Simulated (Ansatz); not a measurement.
# r2SCAN work function of a third face of W from its PBE value

PBE and r2SCAN are run on the same slabs. If the two track each other from face to face, two faces calibrate the third.

**Method.** Ansatz 0.2.0, plane waves with PAW datasets (its set soft_2) at their recommended cutoffs; symmetric slabs of 7 layers (11 for bcc (111)) cut at the tabulated experimental lattice constant, atoms at bulk places, 18 Å of vacuum, k-spacing 0.16 Å⁻¹ (2π included), Fermi-Dirac smearing of 0.1 eV, SCF threshold 1e-9 eV. The work function is the vacuum level less the Fermi level.

```tsv
run	PBE (eV)	r2SCAN (eV)
W(111)	3.955	3.963
W(100)	4.206	?
W(110)	4.900	4.977
```

**Question.** What value belongs in the row marked “?”, and how far can the other rows tell?

Two rows fix a line: slope = (4.977 − 3.963) / (4.900 − 3.955) = 1.0730, intercept −0.2807. At 4.206 it gives 1.0730 × 4.206 + (−0.2807) = 4.232 eV. Rounding of the rows alone allows about ±0.001 eV there; two rows can't show whether the line holds.

The run itself gives 4.167 eV: a miss of −0.065 eV. The plain offset, r2SCAN less PBE, runs from −0.039 to +0.077 eV over the three faces.

**Limits.** Unrelaxed, unreconstructed faces at one geometry; neither value is a test against experiment.

[Logs are printed without paths, hosts, clocks, repeated set-up lines and the standing remarks that a program may print on its own settings, such as how far it seeks lower states.]
